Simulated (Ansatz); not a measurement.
**BaMg2AsP (built on the sites of a database entry of BaMg2P2): from the cell to its phonons**

The cell of BaMg2AsP (built on the sites of a database entry of BaMg2P2) is at rest. What are its phonons? After the zone centre comes a 3×3×2 q mesh on a 6×6×4 k mesh.

Main program and level: Ansatz 0.2.0; DFT LDA, scalar-relativistic, plane waves, PAW.

Most raw output is cut from this account.

The structure was built from a prototype and need not be the compound's stable phase.

**1. The starting structure**

Symmetry: P3m1, No. 156, trigonal system. Conventional cell: a = 4.358 Å, b = 4.358 Å, c = 7.501 Å, α = 90.00°, β = 90.00°, γ = 120.00°. Nearest to Ba lie 3 P at 3.23 Å and 3 As at 3.25 Å. Mg has 3 P at 2.62 Å and 1 As at 2.68 Å nearest. Nearest to Mg lie 1 P at 2.60 Å and 3 As at 2.65 Å. As has 4 Mg at 2.65 to 2.68 Å and 3 Ba at 3.25 Å nearest. Nearest to P lie 4 Mg at 2.60 to 2.62 Å and 3 Ba at 3.23 Å. Farther neighbours are not listed.

**2. Linear response at the zone centre**

The cell comes from relaxations at this level that are not shown. The zone centre comes first: it holds the modes that light can see, as far as symmetry allows. The response to a homogeneous field gives the Born charges and the dielectric tensor.

The input, input.yaml:

```yaml
crystal:
  lattice:
    - [4.3584411462, -2.857e-06, 0.0]
    - [-2.1792180989, 3.774522182, 0.0]
    - [0.0, 0.0, 7.5005619047]
  atoms:
    - { symbol: Ba, position: [0.0, 0.0, 0.0043372039] }
    - { symbol: Mg, position: [0.6666666667, 0.3333333333, 0.3723536137] }
    - { symbol: Mg, position: [0.3333333333, 0.6666666667, 0.6203148749] }
    - { symbol: As, position: [0.6666666667, 0.3333333333, 0.7296768787] }
    - { symbol: P, position: [0.3333333333, 0.6666666667, 0.2733174288] }
kpoints:
  mp_grid: { grid: [6, 6, 4] }
hamiltonian:
  xc: lda
scf:
  occupations: { method: fixed }
output:
  eigenvalues: true
phonons:
  method: dfpt
  dielectric: true
  rigid_motions: translations
```

The run is started by

```sh
> ansatz run input.yaml --threads 8 --pin off --max-ram 14336MiB --backend cpu --events-out ev --progress --plain --runs-dir out
```

Wall time 36 s (8 threads of Intel Xeon 6975P-C (Granite Rapids), shared host); peak memory 1.8 GiB.

Numbers from this step:

| Property | Result |
| --- | --- |
| gap on the k-mesh | 0.9967 eV |
| volume per atom | 24.68 Å³ |
| sum-rule residual before enforcement | 1.13e-4 eV/Å² |
| miss of the charge sum rule | 0.006720 e |
| estimated error of the dielectric tensor | 0.03700 |
| estimated error of the Born charges | 0.02738 e |
| point group | 3m |
| highest optical mode at the zone centre (no LO-TO term) | 297.2 cm⁻¹ |
| lowest optical zone-centre mode | 96.51 cm⁻¹ |
| mean high-frequency dielectric constant | 9.156 |
| largest Born charge (third of the trace) | -3.177 e |
| mean static dielectric constant | 16.28 |
| top of the zone-centre spectrum with the field | 338.6 cm⁻¹ |

Without the LO-TO term. Patterns of degenerate modes are one choice out of their space. The modes at Γ (shares of kinetic energy by element, %):

| mode | frequency (cm⁻¹) | symmetry | Ba % | Mg % | As % | P % |
| --- | --- | --- | --- | --- | --- | --- |
| 1 | 0.0 | acoustic | 47 | 17 | 26 | 11 |
| 2 | 0.0 | acoustic | 47 | 17 | 26 | 11 |
| 3 | 0.0 | acoustic | 47 | 17 | 26 | 11 |
| 4 | 96.5 | E | 49 | 13 | 37 | 1 |
| 5 | 96.5 | E | 49 | 13 | 37 | 1 |
| 6 | 130.3 | E | 4 | 35 | 18 | 43 |
| 7 | 130.3 | E | 4 | 35 | 18 | 43 |
| 8 | 132.7 | A1 | 48 | 2 | 44 | 6 |
| 9 | 217.5 | A1 | 3 | 21 | 28 | 48 |
| 10 | 256.6 | A1 | 0 | 97 | 2 | 1 |
| 11 | 260.0 | E | 0 | 75 | 18 | 7 |
| 12 | 260.0 | E | 0 | 75 | 18 | 7 |
| 13 | 284.7 | E | 0 | 60 | 1 | 39 |
| 14 | 284.7 | E | 0 | 60 | 1 | 39 |
| 15 | 297.2 | A1 | 2 | 63 | 1 | 34 |

Displacements in mode 4 (96.5 cm⁻¹), the largest set to 1:
```
Ba1 -0.02  0.86  0.00
Mg2  0.01 -0.43  0.00
Mg3  0.02 -0.97  0.00
As4  0.02 -1.00  0.00
P5   0.01 -0.28  0.00
```

Displacements in mode 15 (297.2 cm⁻¹), the largest set to 1:
```
Ba1  0.00  0.00 -0.08
Mg2  0.00  0.00  0.69
Mg3  0.00  0.00  1.00
As4  0.00  0.00 -0.07
P5   0.00  0.00 -0.79
```

Optical modes at the zone centre, without and with the macroscopic field of the longitudinal modes; each column is sorted by frequency, so a row need not hold one and the same mode. Modes with and without the field, by row:

| rank among optical modes | no field (cm⁻¹) | q along (1, 0, 0) (cm⁻¹) | q along (0, 0, 1) (cm⁻¹) |
| --- | --- | --- | --- |
| 1 | 96.5 | 96.5 | 96.5 |
| 2 | 96.5 | 105.1 | 96.5 |
| 3 | 130.3 | 130.3 | 130.3 |
| 4 | 130.3 | 131.2 | 130.3 |
| 5 | 132.7 | 132.7 | 161.1 |
| 6 | 217.5 | 217.5 | 218.1 |
| 7 | 256.6 | 256.6 | 257.1 |
| 8 | 260 | 260 | 260 |
| 9 | 260 | 273.3 | 260 |
| 10 | 284.7 | 284.7 | 284.7 |
| 11 | 284.7 | 297.2 | 284.7 |
| 12 | 297.2 | 321.9 | 338.6 |

Born charge (rows field, columns displacement) (e), principal values of the symmetric part by kind of site:

| atom | atoms with these values | low | middle | high | mean |
| --- | --- | --- | --- | --- | --- |
| Ba1 | 1 | 2.51 | 2.51 | 3.21 | 2.74 |
| Mg2 | 1 | 1.75 | 1.78 | 1.78 | 1.77 |
| Mg3 | 1 | 1.63 | 1.74 | 1.74 | 1.70 |
| As4 | 1 | -3.19 | -2.97 | -2.97 | -3.04 |
| P5 | 1 | -3.40 | -3.07 | -3.07 | -3.18 |

In full for Mg2:

```
1.78 0.00 0.00
0.00 1.78 0.00
0.00 0.00 1.75
```

High-frequency dielectric tensor:

```
9.09 0.00 0.00
0.00 9.09 0.00
0.00 0.00 9.29
```

Static dielectric tensor (ions relaxed, fixed cell):

```
15.45  0.00  0.00
 0.00 15.45  0.00
 0.00  0.00 17.94
```

Transverse modes. Infrared lines, with heights relative to the strongest:

| position (cm⁻¹) | label | relative intensity |
| --- | --- | --- |
| 96 | E | 14 |
| 130 | E | 1.6 |
| 133 | A1 | 32 |
| 218 | A1 | 0.9 |
| 257 | A1 | 1.3 |
| 260 | E | 100 |
| 285 | E | 57 |
| 297 | A1 | 63 |

Before it was imposed, the acoustic sum rule was missed by 1.1e-4 eV/Å² and the charge sum rule by 0.0067 e. Small misses are needed for a sound result but don't prove that mesh and cutoff are converged. The lowest optical mode is real, 96.5 cm⁻¹.

The log warns of the k mesh: “the force constants stand on the 6×6×4 k-mesh, whose period is 9.76 times the interband length at k = (0.0000, 0.0000, 0.0000), direct gap 1.755 eV, under 14: take them and everything formed from them as unconverged”.

**3. The dispersion**

Stability and thermal properties need the whole zone. Linear response on a 3×3×2 q mesh gives force constants as far as a supercell of that size would, and the tensors from the zone-centre run are typed in so that the long-range dipole term is interpolated apart.

input.yaml, the sections that differ from step 2:

```yaml
phonons:
  method: dfpt
  qmesh: [3, 3, 2]
  temperatures: { t_max: 1000, t_step: 50 }
  qpath:
    path:
      - [[0.0, 0.0, 0.0], [0.5, 0.0, 0.0], [0.33333333, 0.33333333, 0.0], [0.0, 0.0, 0.0], [0.0, 0.0, 0.5], [0.5, 0.0, 0.5], [0.33333333, 0.33333333, 0.5], [0.0, 0.0, 0.5]]
      - [[0.5, 0.0, 0.5], [0.5, 0.0, 0.0]]
      - [[0.33333333, 0.33333333, 0.5], [0.33333333, 0.33333333, 0.0]]
    npoints: 10
  non_analytic_term:
    high_frequency_dielectric_tensor: [[9.0881, 0.0, 0.0], [0.0, 9.0881, 0.0], [0.0, 0.0, 9.2932]]
    born_effective_charges:
      - { species: Ba, tensor: [[2.5125, 0.0, 0.0], [0.0, 2.5125, 0.0], [0.0, 0.0, 3.2097]] }
      - { species: Mg, tensor: [[1.7763, 0.0, 0.0], [0.0, 1.7763, 0.0], [0.0, 0.0, 1.7502]] }
      - { species: Mg, tensor: [[1.7427, 0.0, 0.0], [0.0, 1.7427, 0.0], [0.0, 0.0, 1.6284]] }
      - { species: As, tensor: [[-2.9661, 0.0, 0.0], [0.0, -2.9661, 0.0], [0.0, 0.0, -3.1876]] }
      - { species: P, tensor: [[-3.0655, 0.0, 0.0], [0.0, -3.0655, 0.0], [0.0, 0.0, -3.4007]] }
    source: "zone-centre run at this cell"
# crystal, kpoints, hamiltonian, scf, output: as in step 2
```

Elapsed: 2.8 min, on 8 threads; peak memory 1.7 GiB; 21 min of CPU time.

Numbers from this step:

| Quantity | Value |
| --- | --- |
| sum-rule residual before enforcement | 3.04e-5 eV/Å² |
| lowest frequency on the path | 0 cm⁻¹ |
| highest frequency on the path or at a solved wavevector | 339.7 cm⁻¹ |
| mean frequency | 185.9 cm⁻¹ |
| Debye temperature (second moment) | 377 K |
| logarithmic mean frequency | 165.3 cm⁻¹ |
| lowest mode on the q mesh (acoustic modes at Γ apart) | 57.93 cm⁻¹ |
| zero-point energy per atom | 34.56 meV |
| heat capacity at 300 K | 23.11 J/(mol atoms K) |
| vibrational entropy at 300 K | 31.69 J/(mol atoms K) |

Frequencies (cm⁻¹) solved at each irreducible wavevector; negative means imaginary. Frequencies by wavevector, by row:

| q in reciprocal lattice units | star | mode 1 | mode 2 | mode 3 | mode 4 | mode 13 | mode 14 | mode 15 |
| --- | --- | --- | --- | --- | --- | --- | --- | --- |
| 0 0 0 | 1 | 0 | 0 | 0 | 96.5 | 284.7 | 284.7 | 297.2 |
| 0 0 -0.5 | 1 | 57.9 | 57.9 | 79.5 | 79.5 | 283.7 | 283.7 | 339.7 |
| 0 0.3333 0 | 6 | 67.5 | 75.2 | 98.2 | 101.5 | 274.7 | 294.2 | 316.1 |
| 0 0.3333 -0.5 | 6 | 71 | 75.2 | 81 | 96.5 | 274.7 | 293.7 | 322 |
| 0.3333 0.3333 0 | 2 | 81.9 | 92 | 94.5 | 122.2 | 279.2 | 290.8 | 294.2 |
| 0.3333 0.3333 -0.5 | 2 | 81.2 | 90 | 94.8 | 127.6 | 277.5 | 294.7 | 298.1 |

Interpolated from a 3×3×2 q mesh, with the LO-TO term (at Γ the limit along the path; where Γ stands inside the path, tables give the limit on arrival). Phonon branches along the path, in cm⁻¹:

| point | branch 1 | branch 2 | branch 3 | branch 4 | branch 12 | branch 13 | branch 14 | branch 15 |
| --- | --- | --- | --- | --- | --- | --- | --- | --- |
| Γ | 0 | 0 | 0 | 96 | 273 | 285 | 297 | 322 |
| halfway | 54 | 64 | 89 | 100 | 265 | 278 | 296 | 320 |
| M | 79 | 80 | 102 | 103 | 256 | 270 | 287 | 310 |
| halfway | 81 | 84 | 99 | 113 | 252 | 276 | 288 | 303 |
| K | 82 | 92 | 94 | 122 | 253 | 279 | 291 | 294 |
| halfway | 60 | 73 | 93 | 104 | 263 | 278 | 298 | 315 |
| Γ | 0 | 0 | 0 | 96 | 273 | 285 | 297 | 322 |
| halfway | 36 | 36 | 56 | 90 | 260 | 284 | 284 | 339 |
| A | 58 | 58 | 80 | 80 | 261 | 284 | 284 | 340 |
| halfway | 67 | 68 | 79 | 92 | 266 | 278 | 297 | 326 |
| L | 75 | 76 | 92 | 101 | 258 | 270 | 286 | 316 |
| halfway | 78 | 83 | 93 | 112 | 254 | 275 | 289 | 309 |
| H | 81 | 90 | 95 | 128 | 256 | 278 | 295 | 298 |
| halfway | 70 | 74 | 78 | 98 | 262 | 277 | 299 | 321 |
| A | 58 | 58 | 80 | 80 | 261 | 284 | 284 | 340 |
| jump to L | 75 | 76 | 92 | 101 | 258 | 270 | 286 | 316 |
| halfway | 77 | 78 | 97 | 102 | 257 | 270 | 286 | 313 |
| M | 79 | 80 | 102 | 103 | 256 | 270 | 287 | 310 |
| jump to H | 81 | 90 | 95 | 128 | 256 | 278 | 295 | 298 |
| halfway | 82 | 91 | 95 | 125 | 254 | 278 | 293 | 296 |
| K | 82 | 92 | 94 | 122 | 253 | 279 | 291 | 294 |

Tetrahedra on a 18×18×8 mesh, mean over bins of 5 cm-1. Interpolated from a 3×3×2 q mesh. The phonon density of states by wavenumber; read off at these points:

| wavenumber (cm⁻¹) | phonon density of states (1/cm⁻¹/cell) |
| --- | --- |
| 2 | 2.0e-5 |
| 18 | 0.00105 |
| 32 | 0.00448 |
| 52 | 0.0172 |
| 68 | 0.0362 |
| 78 | 0.134 |
| 82 | 0.104 |
| 98 | 0.0949 |
| 118 | 0.0287 |
| 132 | 0.0728 |
| 138 | 0.0980 |
| 148 | 0.0798 |
| 162 | 0.0379 |
| 182 | 0.0234 |
| 198 | 0.0751 |
| 212 | 0.0939 |
| 228 | 0.0532 |
| 248 | 0.0836 |
| 252 | 0.125 |
| 262 | 0.0387 |
| 278 | 0.108 |
| 292 | 0.0765 |
| 312 | 0.0459 |
| 328 | 0.0156 |
| 342 | 0 |

The partial phonon density of states has structure finer than the step of the table below, so its rows give means over 20 cm⁻¹, whole bins alone (the curve runs from -10 to 360 cm⁻¹). Peaks (cm⁻¹: height): As 101.7: 0.0276, 136.6: 0.0519, 148.2: 0.0445, 199.4: 0.0147; Ba 78.4: 0.115; Mg 215.6: 0.0453, 252.9: 0.0738, 276.1: 0.0565, 294.7: 0.0591; P 211.0: 0.0307, 255.2: 0.0401, 276.1: 0.0397, 294.7: 0.0180.

Phonopy on the run's constants, 15x15x7 mesh, Gaussian sigma 2.6 cm-1. Interpolated from a 3×3×2 q mesh. Partial phonon density of states against wavenumber; means over each step; values in 1/cm⁻¹/cell:

| wavenumber (cm⁻¹) | As | Ba | Mg | P |
| --- | --- | --- | --- | --- |
| 0 | 2.6e-5 | 4.8e-5 | 1.7e-5 | 1.1e-5 |
| 20 | 4.5e-4 | 8.8e-4 | 2.8e-4 | 1.8e-4 |
| 40 | 0.00193 | 0.00442 | 0.00111 | 6.6e-4 |
| 60 | 0.00513 | 0.0181 | 0.00243 | 0.00137 |
| 80 | 0.00994 | 0.0720 | 0.00405 | 0.00186 |
| 100 | 0.0219 | 0.0330 | 0.0107 | 0.00250 |
| 120 | 0.0203 | 0.00818 | 0.00838 | 0.00322 |
| 140 | 0.0398 | 0.00901 | 0.0125 | 0.00942 |
| 160 | 0.0167 | 0.00123 | 0.0135 | 0.0114 |
| 180 | 0.00477 | 2.6e-4 | 0.0118 | 0.00720 |
| 200 | 0.00914 | 4.8e-4 | 0.0221 | 0.0128 |
| 220 | 0.00480 | 0.00110 | 0.0385 | 0.0212 |
| 240 | 0.00378 | 3.6e-4 | 0.0252 | 0.0104 |
| 260 | 0.00749 | 3.4e-4 | 0.0466 | 0.0243 |
| 280 | 0.00141 | 1.7e-4 | 0.0391 | 0.0222 |
| 300 | 0.00155 | 2.4e-4 | 0.0403 | 0.0116 |
| 320 | 7.7e-4 | 1.8e-4 | 0.0217 | 0.00859 |
| 340 | 1.2e-4 | 1.2e-5 | 0.00173 | 0.00112 |

Harmonic thermodynamic functions per atom, from the density of states. Interpolated from a 3×3×2 q mesh. Thermodynamic functions, by row:

| T (K) | F_vib (meV/atom) | S (J/mol-atom/K) | C_V (J/mol-atom/K) |
| --- | --- | --- | --- |
| 0 | 34.56 | 0 | 0 |
| 50 | 34.11 | 3.028 | 6.325 |
| 100 | 30.74 | 10.1 | 14.43 |
| 200 | 13.41 | 22.68 | 21.15 |
| 300 | -15.01 | 31.69 | 23.11 |
| 400 | -51.51 | 38.46 | 23.88 |
| 500 | -94.25 | 43.83 | 24.25 |
| 600 | -142.1 | 48.27 | 24.46 |
| 700 | -194.1 | 52.05 | 24.59 |
| 800 | -249.8 | 55.34 | 24.67 |
| 900 | -308.7 | 58.25 | 24.73 |
| 1000 | -370.4 | 60.86 | 24.77 |

Harmonic mean-square displacement, third of the trace. Interpolated from a 3×3×2 q mesh. Mean square displacements, by row:

| T (K) | Ba1 U_eq (Å²) | Mg2 U_eq (Å²) | Mg3 U_eq (Å²) | As4 U_eq (Å²) | P5 U_eq (Å²) |
| --- | --- | --- | --- | --- | --- |
| 0 | 0.0015 | 0.00342 | 0.00335 | 0.00181 | 0.00271 |
| 100 | 0.00314 | 0.00443 | 0.00442 | 0.003 | 0.00357 |
| 300 | 0.00867 | 0.00958 | 0.00959 | 0.00769 | 0.00777 |
| 600 | 0.01719 | 0.01836 | 0.01838 | 0.01511 | 0.01491 |

Symmetry leaves 6 wavevectors to solve. The lowest mode among them, the acoustic zeros apart, lies at q = (0, 0, -0.5) and is real, 57.9 cm⁻¹.

**4. The same by displaced supercells**

Finite displacements in a 2×2×2 supercell give force constants from forces alone. They are exact at the wavevectors that the supercell holds, where they check the linear-response result.

Edit input.yaml of step 3 so:

```diff
@@ -20,4 +20,4 @@
 phonons:
-  method: dfpt
-  qmesh: [3, 3, 2]
+  method: fd
+  supercell: [2, 2, 2]
   temperatures: { t_max: 1000, t_step: 50 }
```

Elapsed: 1.8 min, on 8 threads; peak memory 7.2 GiB.

Numbers from this step:

* atoms in the supercell: 40
* sum-rule residual before enforcement: 3.44e-4 eV/Å²

Interpolated from a 2×2×2 supercell, rough between the solved points, with the LO-TO term (at Γ the limit along the path; where Γ stands inside the path, tables give the limit on arrival). The phonon branches at the labelled points (cm⁻¹):

| point | branch 1 | branch 2 | branch 3 | branch 4 | branch 12 | branch 13 | branch 14 | branch 15 |
| --- | --- | --- | --- | --- | --- | --- | --- | --- |
| Γ | 0 | 0 | 0 | 96 | 273 | 285 | 297 | 322 |
| halfway | 58 | 65 | 91 | 97 | 266 | 279 | 297 | 318 |
| M | 78 | 81 | 100 | 102 | 252 | 272 | 287 | 312 |
| halfway | 80 | 84 | 98 | 113 | 256 | 277 | 289 | 305 |
| K | 79 | 91 | 94 | 125 | 262 | 281 | 292 | 295 |
| halfway | 66 | 72 | 93 | 103 | 263 | 278 | 299 | 312 |
| Γ | 0 | 0 | 0 | 96 | 273 | 285 | 297 | 322 |
| halfway | 36 | 36 | 56 | 90 | 260 | 284 | 284 | 339 |
| A | 58 | 58 | 80 | 80 | 261 | 284 | 284 | 340 |
| halfway | 68 | 73 | 84 | 90 | 267 | 278 | 300 | 321 |
| L | 74 | 77 | 91 | 100 | 255 | 272 | 290 | 315 |
| halfway | 78 | 82 | 92 | 114 | 255 | 277 | 292 | 309 |
| H | 79 | 88 | 94 | 130 | 260 | 282 | 295 | 299 |
| halfway | 74 | 76 | 83 | 98 | 264 | 277 | 303 | 316 |
| A | 58 | 58 | 80 | 80 | 261 | 284 | 284 | 340 |
| jump to L | 74 | 77 | 91 | 100 | 255 | 272 | 290 | 315 |
| halfway | 76 | 79 | 96 | 100 | 254 | 272 | 288 | 314 |
| M | 78 | 81 | 100 | 102 | 252 | 272 | 287 | 312 |
| jump to H | 79 | 88 | 94 | 130 | 260 | 282 | 295 | 299 |
| halfway | 79 | 90 | 94 | 128 | 261 | 281 | 293 | 297 |
| K | 79 | 91 | 94 | 125 | 262 | 281 | 292 | 295 |

Tetrahedra on a 16×16×8 mesh, mean over bins of 5 cm-1. Interpolated from a 2×2×2 supercell, rough between the solved points. Phonon density of states against wavenumber; read off at these points:

| wavenumber (cm⁻¹) | phonon density of states (1/cm⁻¹/cell) |
| --- | --- |
| 2 | 1.0e-5 |
| 18 | 6.5e-4 |
| 32 | 0.00336 |
| 52 | 0.0135 |
| 68 | 0.0349 |
| 78 | 0.161 |
| 82 | 0.0783 |
| 98 | 0.0987 |
| 118 | 0.0266 |
| 132 | 0.0766 |
| 138 | 0.102 |
| 148 | 0.0810 |
| 162 | 0.0350 |
| 182 | 0.0216 |
| 198 | 0.0565 |
| 212 | 0.0745 |
| 228 | 0.0452 |
| 248 | 0.0485 |
| 258 | 0.138 |
| 262 | 0.0390 |
| 278 | 0.127 |
| 292 | 0.0767 |
| 312 | 0.0603 |
| 328 | 0.00924 |
| 342 | 0 |

At Γ the two methods differ by at most 0.0 cm⁻¹.

**5. Results**

```
space group (within 0.01 Å)                             : P3m1
volume per atom                                         : 24.7 Å³
gap on the k-mesh                                       : 0.997 eV
highest optical mode at the zone centre (no LO-TO term) : 297 cm⁻¹
top of the zone-centre spectrum with the field          : 339 cm⁻¹
lowest optical zone-centre mode                         : 96.5 cm⁻¹
mean high-frequency dielectric constant                 : 9.16
mean static dielectric constant                         : 16.3
largest Born charge (third of the trace)                : -3.18 e
lowest mode on the q mesh (acoustic modes at Γ apart)   : 57.9 cm⁻¹
highest frequency on the path or at a solved wavevector : 340 cm⁻¹
zero-point energy per atom                              : 34.6 meV
heat capacity at 300 K                                  : 23.1 J/(mol atoms K)
vibrational entropy at 300 K                            : 31.7 J/(mol atoms K)
Debye temperature (second moment)                       : 377 K
imaginary modes on the 3×3×2 q mesh                     : none
```

**Reading.** The structure is a minimum as far as tested: no mode is imaginary at the 6 irreducible wavevectors of the 3×3×2 mesh, and the softest away from the acoustic zeros lies at 58 cm⁻¹. Without the field, the optical modes at Γ span 97 to 297 cm⁻¹. With the macroscopic field of the longitudinal modes the top of the zone-centre spectrum lies at 339 cm⁻¹, against 297 cm⁻¹ without it. Lattice motion raises the mean dielectric constant from 9.156 to 16.28. The strongest infrared line is at 260 cm⁻¹. Finite displacements and linear response differ by 0.0 cm⁻¹ in the highest zone-centre mode. With the field response the log warns that the k mesh is coarse for the force constants too, so the frequencies may not be converged. The program warns that the interpolation holds no quadrupole term, so branches close to Γ can be off in this crystal. Spin-orbit coupling is left out, which can matter for the heavy elements here. The starting cell was built on a prototype and not taken from a measurement, so the phase need not exist. These are harmonic frequencies at zero temperature: anharmonic shifts, linewidths and thermal expansion are left out.

[Logs are printed without paths, hosts, clocks, repeated set-up lines and the standing remarks that a program may print on its own settings, such as how far it seeks lower states.]

[Hosts, paths, dates, database ids (printed as entryN), source tags and the programs' standing remarks are cut or masked in the printed files.]
